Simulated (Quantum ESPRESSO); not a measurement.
## How uniaxial strain moves the moments of MnF2

Aim: follow moments and order energies of MnF2 with uniaxial strain.

Main program and level: Quantum ESPRESSO 7.5; PBEsol with U = 4 eV on Mn d (ortho-atomic projectors); plane waves with GBRV 1.5 PBEsol potentials, no spin-orbit coupling.

## (1) Set-up

The structure is tetragonal, space group P4_2/mnm (No. 136). Conventional cell: a = 4.874 Å, b = 4.874 Å, c = 3.311 Å, α = 90.00°, β = 90.00°, γ = 90.00°. Nearest to Mn lie 6 F at 2.10 to 2.13 Å. F has 3 Mn at 2.10 to 2.13 Å nearest. Farther neighbours and most contacts between anions are not listed.

Structure file:

```cif
data_structure
_symmetry_space_group_name_H-M 'P4_2/mnm'
_symmetry_Int_Tables_number 136
_cell_length_a 4.8738
_cell_length_b 4.8738
_cell_length_c 3.3107
_cell_angle_alpha 90.000
_cell_angle_beta 90.000
_cell_angle_gamma 90.000
_cell_volume 78.64
loop_
_atom_site_label
_atom_site_type_symbol
_atom_site_symmetry_multiplicity
_atom_site_Wyckoff_symbol
_atom_site_fract_x
_atom_site_fract_y
_atom_site_fract_z
_atom_site_occupancy
Mn1 Mn 2 a 0.00000 0.00000 0.00000 1
F1 F 4 f 0.30530 0.30530 0.00000 1
```

The cell comes from the Crystallography Open Database.

## (2) Factor along z 0.94, ferro ++

Lengths along Cartesian z scale by the factor. Atoms keep their fractional places. Seeded atoms are those given a starting moment.

File pw.in:

```
&CONTROL
  calculation = 'scf'
  prefix = 'pwscf'
  outdir = './tmp'
  pseudo_dir = './pseudo'
  disk_io = 'nowf'
  tprnfor = .true.
  tstress = .true.
/
&SYSTEM
  ibrav = 0
  celldm(1) = 8
  nat = 6
  ntyp = 2
  ecutwfc = 40
  ecutrho = 280
  nbnd = 44
  occupations = 'smearing'
  smearing = 'fd'
  degauss = 0.00734986
  nspin = 2
  starting_magnetization(1) = 0.3
  starting_magnetization(2) = 0
/
&ELECTRONS
  conv_thr = 1.2d-08
  electron_maxstep = 150
  mixing_beta = 0.3
/
ATOMIC_SPECIES
Mn     54.9380 mn_pbesol_v1.5.uspp.F.UPF
F      18.9984 f_pbesol_v1.4.uspp.F.UPF
CELL_PARAMETERS alat
   1.1512683982751    0.0000000000000    0.0000000000000
   0.0000000000000    1.1512683982751    0.0000000000000
   0.0000000000000    0.0000000000000    0.7351171629938
ATOMIC_POSITIONS crystal
Mn      0.0000000000    0.0000000000    0.0000000000
Mn      0.5000000000    0.5000000000    0.5000000000
F       0.3053000000    0.3053000000    0.0000000000
F       0.1947000000    0.8053000000    0.5000000000
F       0.6947000000    0.6947000000    0.0000000000
F       0.8053000000    0.1947000000    0.5000000000
K_POINTS automatic
6 6 6 0 0 0
HUBBARD {ortho-atomic}
U Mn-3d 4.0000
```

Started as:

```console
$ OMP_NUM_THREADS=1 mpirun -n 2 pw.x -nk 2 -in pw.in > pw.out
```

Log:

```text
Program PWSCF v.7.5 starts

     Message from routine setup:
     using ibrav=0 with symmetry is DISCOURAGED, use correct ibrav instead

     K-points division:     npool     =       2
     Subspace diagonalization in iterative solution of the eigenvalue problem:

     bravais-lattice index     =            0
     lattice parameter (alat)  =       8.0000  a.u.
     unit-cell volume          =     498.8612 (a.u.)^3
     number of atoms/cell      =            6
     number of atomic types    =            2
     number of electrons       =        58.00
     number of Kohn-Sham states=           44
     kinetic-energy cutoff     =      40.0000  Ry
     charge density cutoff     =     280.0000  Ry
     scf convergence threshold =      1.2E-08
     mixing beta               =       0.3000
     number of iterations used =            8  plain     mixing
     Exchange-correlation= SLA  PW   PSX  PSC
                           (   1   4  10   8   0   0   0)
     Hubbard projectors: ortho-atomic
     Hubbard parameters of DFT+U (Dudarev formulation) in eV:
     U(Mn-3d) =  4.0000

     Internal variables: lda_plus_u =T, lda_plus_u_kind = 0

     Internal variables: orbital_resolved =F, hub_pot_fix =F, apply_U = F

     celldm(1)=   8.000000  celldm(2)=   0.000000  celldm(3)=   0.000000
     celldm(4)=   0.000000  celldm(5)=   0.000000  celldm(6)=   0.000000

     crystal axes: (cart. coord. in units of alat)
               a(1) = (   1.151268   0.000000   0.000000 )
               a(2) = (   0.000000   1.151268   0.000000 )
               a(3) = (   0.000000   0.000000   0.735117 )

     reciprocal axes: (cart. coord. in units 2 pi/alat)
               b(1) = (  0.868607  0.000000  0.000000 )
               b(2) = (  0.000000  0.868607  0.000000 )
               b(3) = (  0.000000  0.000000  1.360327 )

     PseudoPot. # 1 for Mn read from file:
     mn_pbesol_v1.5.uspp.F.UPF
     Pseudo is Ultrasoft + core correction, Zval = 15.0

     PseudoPot. # 2 for F  read from file:
     f_pbesol_v1.4.uspp.F.UPF
     Pseudo is Ultrasoft, Zval =  7.0

     atomic species   valence    mass     pseudopotential
     Mn               15.00    54.93800     Mn( 1.00)
     F                 7.00    18.99840     F ( 1.00)

     Starting magnetic structure
     atomic species   magnetization
     Mn              0.300
     F               0.000

     16 Sym. Ops., with inversion, found ( 8 have fractional translation)

   Cartesian axes

     site n.     atom                  positions (alat units)
         1        Mn     tau(   1) = (   0.0000000   0.0000000   0.0000000  )
         2        Mn     tau(   2) = (   0.5756342   0.5756342   0.3675586  )
         3        F      tau(   3) = (   0.3514822   0.3514822   0.0000000  )
         4        F      tau(   4) = (   0.2241520   0.9271164   0.3675586  )
         5        F      tau(   5) = (   0.7997862   0.7997862   0.0000000  )
         6        F      tau(   6) = (   0.9271164   0.2241520   0.3675586  )

     number of k points=    40  Fermi-Dirac smearing, width (Ry)=  0.0073
                       cart. coord. in units 2pi/alat
        k(    1) = (   0.0000000   0.0000000   0.0000000), wk =   0.0046296
        k(    2) = (   0.0000000   0.0000000   0.2267212), wk =   0.0092593
        k(    3) = (   0.0000000   0.0000000   0.4534425), wk =   0.0092593
        k(    4) = (   0.0000000   0.0000000  -0.6801637), wk =   0.0046296
        k(    5) = (   0.0000000   0.1447679   0.0000000), wk =   0.0185185
        [... 35 further k-points ...]

     Dense  grid:    39379 G-vectors     FFT dimensions: (  50,  50,  32)

     Smooth grid:    17011 G-vectors     FFT dimensions: (  40,  40,  24)

     Check: negative core charge=   -0.000040
     Generating pointlists ...
     new r_m :   0.2002 (alat units)  1.6017 (a.u.) for type    1
     new r_m :   0.2002 (alat units)  1.6017 (a.u.) for type    2

     Initial potential from superposition of free atoms

     starting charge      56.9998, renormalised to      58.0000

     STARTING HUBBARD OCCUPATIONS:

     =================== HUBBARD OCCUPATIONS ===================
     ------------------------ ATOM    1 ------------------------
     Tr[ns(  1)] (up, down, total) =   5.00000  0.00000  5.00000
     Atomic magnetic moment for atom   1 =   5.00000
     [... lines left out ...]
     ------------------------ ATOM    2 ------------------------
     Tr[ns(  2)] (up, down, total) =   5.00000  0.00000  5.00000
     Atomic magnetic moment for atom   2 =   5.00000
     [... lines left out ...]
     Number of occupied Hubbard levels =   10.0000

     Atomic wfc used for Hubbard projectors are orthogonalized

     Starting wfcs are   42 randomized atomic wfcs +    2 random wfcs

     Self-consistent Calculation

     iteration #  1     ecut=    40.00 Ry     beta= 0.30
     Davidson diagonalization with overlap
     ethr =  1.00E-02,  avg # of iterations =  5.2

     =================== HUBBARD OCCUPATIONS ===================
     ------------------------ ATOM    1 ------------------------
     Tr[ns(  1)] (up, down, total) =   4.97145  0.15553  5.12699
     Atomic magnetic moment for atom   1 =   4.81592
     [... lines left out ...]
     ------------------------ ATOM    2 ------------------------
     Tr[ns(  2)] (up, down, total) =   4.97145  0.15553  5.12699
     Atomic magnetic moment for atom   2 =   4.81592
     [... lines left out ...]
     Number of occupied Hubbard levels =   10.2540

     Threshold (ethr) on eigenvalues was too large:
     Diagonalizing with lowered threshold

     Davidson diagonalization with overlap
     ethr =  6.84E-04,  avg # of iterations =  1.1

     total energy              =    -616.40682667 Ry
     estimated scf accuracy    <       0.40429625 Ry

     total magnetization       =    10.00 Bohr mag/cell
     absolute magnetization    =    10.00 Bohr mag/cell

     iteration #  2     ecut=    40.00 Ry     beta= 0.30
     Davidson diagonalization with overlap
     ethr =  6.97E-04,  avg # of iterations =  1.7

     total energy              =    -616.47072333 Ry
     estimated scf accuracy    <       0.04889722 Ry

     total magnetization       =    10.00 Bohr mag/cell
     absolute magnetization    =    10.00 Bohr mag/cell

     [... further iterations left out ...]

     iteration #  9     ecut=    40.00 Ry     beta= 0.30
     Davidson diagonalization with overlap
     ethr =  1.89E-09,  avg # of iterations =  2.5

     negative rho (up, down):  0.000E+00 1.590E-03

     total energy              =    -616.48506321 Ry
     estimated scf accuracy    <       0.00000012 Ry

     total magnetization       =    10.00 Bohr mag/cell
     absolute magnetization    =    10.00 Bohr mag/cell

     iteration # 10     ecut=    40.00 Ry     beta= 0.30
     Davidson diagonalization with overlap
     ethr =  2.07E-10,  avg # of iterations =  2.0

     negative rho (up, down):  0.000E+00 1.590E-03

     Magnetic moment per site  (integrated on atomic sphere of radius R)
     atom   1 (R=0.200)  charge= 12.2536  magn=  4.1774
     atom   2 (R=0.200)  charge= 12.2536  magn=  4.1774
     atom   3 (R=0.200)  charge=  6.6440  magn=  0.0807
     atom   4 (R=0.200)  charge=  6.6440  magn=  0.0807
     atom   5 (R=0.200)  charge=  6.6440  magn=  0.0807
     atom   6 (R=0.200)  charge=  6.6440  magn=  0.0807

     End of self-consistent calculation

     =================== HUBBARD OCCUPATIONS ===================
     ------------------------ ATOM    1 ------------------------
     Tr[ns(  1)] (up, down, total) =   4.98630  0.21628  5.20258
     Atomic magnetic moment for atom   1 =   4.77001
     [... lines left out ...]
     ------------------------ ATOM    2 ------------------------
     Tr[ns(  2)] (up, down, total) =   4.98630  0.21628  5.20258
     Atomic magnetic moment for atom   2 =   4.77001
     [... lines left out ...]
     Number of occupied Hubbard levels =   10.4052

     [... lines left out ...]
     the Fermi energy is     8.1482 ev

!    total energy              =    -616.48506331 Ry
     estimated scf accuracy    <          7.9E-09 Ry
     smearing contrib. (-TS)   =      -0.00000003 Ry
     internal energy E=F+TS    =    -616.48506328 Ry

     The total energy is F=E-TS. E is the sum of the following terms:
     one-electron contribution =    -366.92433764 Ry
     hartree contribution      =     209.96550528 Ry
     xc contribution           =     -90.19855769 Ry
     ewald contribution        =    -369.39150989 Ry
     Hubbard energy            =       0.06383667 Ry

     total magnetization       =    10.00 Bohr mag/cell
     absolute magnetization    =    10.00 Bohr mag/cell

     convergence has been achieved in  10 iterations

     negative rho (up, down):  0.000E+00 1.590E-03

     Forces acting on atoms (cartesian axes, Ry/au):

     atom    1 type  1   force =     0.00000000    0.00000000    0.00000000
     atom    2 type  1   force =     0.00000000    0.00000000    0.00000000
     atom    3 type  2   force =    -0.01007336   -0.01007336   -0.00000000
     atom    4 type  2   force =     0.01007336   -0.01007336   -0.00000000
     atom    5 type  2   force =     0.01007336    0.01007336   -0.00000000
     atom    6 type  2   force =    -0.01007336    0.01007336    0.00000000

     Total force =     0.028492     Total SCF correction =     0.000082

     Computing stress (Cartesian axis) and pressure

     negative rho (up, down):  0.000E+00 1.590E-03
          total   stress  (Ry/bohr**3)                   (kbar)     P=       97.39
   0.00047665   0.00000000   0.00000000           70.12        0.00        0.00
   0.00000000   0.00047665   0.00000000            0.00       70.12        0.00
   0.00000000   0.00000000   0.00103275            0.00        0.00      151.92

=------------------------------------------------------------------------------=
   JOB DONE.
=------------------------------------------------------------------------------=
```

It took 90 s on 2 MPI ranks of Arm Neoverse V1, shared host; peak memory 0.32 GiB.

Spin moment in the atom's sphere by atom:

```csv
atom,spin moment in the atom's sphere (μB)
Mn1,4.18
Mn2,4.18
F3,0.08
F4,0.08
F5,0.08
F6,0.08
```

Numbers from this step:

- smearing term TS: 3.93e-7 eV
- pressure: 9.739 GPa
- magnetization: 10 μB
- absolute magnetization: 10.00 μB
- final state: ferromagnetic

## (3) Factor along z 0.94, antiferro +-

pw.in, as its differences from that of step 2:

```diff
@@ -13,6 +13,6 @@
   nat = 6
-  ntyp = 2
+  ntyp = 3
   ecutwfc = 40
   ecutrho = 280
-  nbnd = 44
+  nbnd = 39
   occupations = 'smearing'
@@ -22,3 +22,4 @@
   starting_magnetization(1) = 0.3
-  starting_magnetization(2) = 0
+  starting_magnetization(2) = -0.3
+  starting_magnetization(3) = 0
 /
@@ -30,3 +31,4 @@
 ATOMIC_SPECIES
-Mn     54.9380 mn_pbesol_v1.5.uspp.F.UPF
+Mn1    54.9380 mn_pbesol_v1.5.uspp.F.UPF
+Mn2    54.9380 mn_pbesol_v1.5.uspp.F.UPF
 F      18.9984 f_pbesol_v1.4.uspp.F.UPF
@@ -37,4 +39,4 @@
 ATOMIC_POSITIONS crystal
-Mn      0.0000000000    0.0000000000    0.0000000000
-Mn      0.5000000000    0.5000000000    0.5000000000
+Mn1     0.0000000000    0.0000000000    0.0000000000
+Mn2     0.5000000000    0.5000000000    0.5000000000
 F       0.3053000000    0.3053000000    0.0000000000
@@ -46,2 +48,3 @@
 HUBBARD {ortho-atomic}
-U Mn-3d 4.0000
+U Mn1-3d 4.0000
+U Mn2-3d 4.0000
```

Log:

```text
     [... lines left out ...]
Program PWSCF v.7.5 starts
     [... lines left out ...]
     number of atoms/cell      =            6
     [... lines left out ...]
     number of electrons       =        58.00
     number of Kohn-Sham states=           39
     kinetic-energy cutoff     =      40.0000  Ry
     charge density cutoff     =     280.0000  Ry
     scf convergence threshold =      1.2E-08
     [... lines left out ...]
      8 Sym. Ops., with inversion, found
     [... lines left out ...]
     number of k points=    52  Fermi-Dirac smearing, width (Ry)=  0.0073
     [... lines left out ...]
     iteration # 11     ecut=    40.00 Ry     beta= 0.30
     [... lines left out ...]
     Magnetic moment per site  (integrated on atomic sphere of radius R)
     atom   1 (R=0.200)  charge= 12.2557  magn=  4.1615
     atom   2 (R=0.200)  charge= 12.2557  magn= -4.1615
     atom   3 (R=0.200)  charge=  6.6428  magn= -0.0312
     atom   4 (R=0.200)  charge=  6.6428  magn=  0.0312
     atom   5 (R=0.200)  charge=  6.6428  magn= -0.0312
     atom   6 (R=0.200)  charge=  6.6428  magn=  0.0312
     [... lines left out ...]
     Tr[ns(  1)] (up, down, total) =   4.98340  0.22793  5.21134
     [... lines left out ...]
     Tr[ns(  2)] (up, down, total) =   0.22793  4.98340  5.21134
     [... lines left out ...]
     the Fermi energy is     8.1733 ev
!    total energy              =    -616.48915289 Ry
     estimated scf accuracy    <          5.0E-09 Ry
     smearing contrib. (-TS)   =      -0.00000000 Ry
     [... lines left out ...]
     total magnetization       =     0.00 Bohr mag/cell
     absolute magnetization    =     9.72 Bohr mag/cell
     convergence has been achieved in  11 iterations
     [... lines left out ...]
     Total force =     0.030525     Total SCF correction =     0.000010
     [... lines left out ...]
          total   stress  (Ry/bohr**3)                   (kbar)     P=       91.70
     [... lines left out ...]
```

Wall time 1.9 min (2 MPI ranks); peak memory 0.45 GiB; 3.7 min of CPU time.

Spin moment in the atom's sphere by atom:

```csv
atom,spin moment in the atom's sphere (μB)
Mn1,4.16
Mn2,-4.16
F3,-0.03
F4,0.03
F5,-0.03
F6,0.03
```

Read from the output:

| Quantity | Value |
| --- | --- |
| smearing term TS | 1.32e-8 eV |
| pressure | 9.171 GPa |
| magnetization | 0 μB |
| absolute magnetization | 9.721 μB |
| final state | antiferromagnetic |

## (4) Factor along z 0.94, no spin polarisation

pw.in, as its differences from that of step 3:

```diff
@@ -13,3 +13,3 @@
   nat = 6
-  ntyp = 3
+  ntyp = 2
   ecutwfc = 40
@@ -20,6 +20,2 @@
   degauss = 0.00734986
-  nspin = 2
-  starting_magnetization(1) = 0.3
-  starting_magnetization(2) = -0.3
-  starting_magnetization(3) = 0
 /
@@ -31,4 +27,3 @@
 ATOMIC_SPECIES
-Mn1    54.9380 mn_pbesol_v1.5.uspp.F.UPF
-Mn2    54.9380 mn_pbesol_v1.5.uspp.F.UPF
+Mn     54.9380 mn_pbesol_v1.5.uspp.F.UPF
 F      18.9984 f_pbesol_v1.4.uspp.F.UPF
@@ -39,4 +34,4 @@
 ATOMIC_POSITIONS crystal
-Mn1     0.0000000000    0.0000000000    0.0000000000
-Mn2     0.5000000000    0.5000000000    0.5000000000
+Mn      0.0000000000    0.0000000000    0.0000000000
+Mn      0.5000000000    0.5000000000    0.5000000000
 F       0.3053000000    0.3053000000    0.0000000000
@@ -48,3 +43,2 @@
 HUBBARD {ortho-atomic}
-U Mn1-3d 4.0000
-U Mn2-3d 4.0000
+U Mn-3d 4.0000
```

Log:

```text
     [... lines left out ...]
Program PWSCF v.7.5 starts
     [... lines left out ...]
     number of atoms/cell      =            6
     [... lines left out ...]
     number of electrons       =        58.00
     number of Kohn-Sham states=           39
     kinetic-energy cutoff     =      40.0000  Ry
     charge density cutoff     =     280.0000  Ry
     scf convergence threshold =      1.2E-08
     [... lines left out ...]
     16 Sym. Ops., with inversion, found ( 8 have fractional translation)
     [... lines left out ...]
     number of k points=    40  Fermi-Dirac smearing, width (Ry)=  0.0073
     [... lines left out ...]
     iteration # 15     ecut=    40.00 Ry     beta= 0.30
     [... lines left out ...]
     Tr[ns(  1)] =   5.46883
     [... lines left out ...]
     Tr[ns(  2)] =   5.46883
     [... lines left out ...]
     the Fermi energy is     7.2582 ev
!    total energy              =    -615.85178071 Ry
     estimated scf accuracy    <          2.3E-09 Ry
     smearing contrib. (-TS)   =      -0.01441018 Ry
     [... lines left out ...]
     convergence has been achieved in  15 iterations
     [... lines left out ...]
     Total force =     0.006944     Total SCF correction =     0.000125
     [... lines left out ...]
          total   stress  (Ry/bohr**3)                   (kbar)     P=     -128.18
     [... lines left out ...]
```

Wall time 50 s (2 MPI ranks); peak memory 0.32 GiB.

Read from the output:

* smearing term TS: 0.1961 eV
* pressure: -12.82 GPa
* final state: non-magnetic (no spin polarisation)

[end of part 1 of 2]

[Logs and program files are shortened in this print: banners, set-up blocks, solver, clock and traceback lines can be left out without a mark of their own.]

[Logs are printed without paths, hosts, clocks, repeated set-up lines and the standing remarks that a program may print on its own settings, such as how far it seeks lower states.]

[Hosts, paths, dates, database ids (printed as entryN), source tags and the programs' standing remarks are cut or masked in the printed files.]

[Where a cell is said to come from a database of computed structures, the database is the Materials Project.]
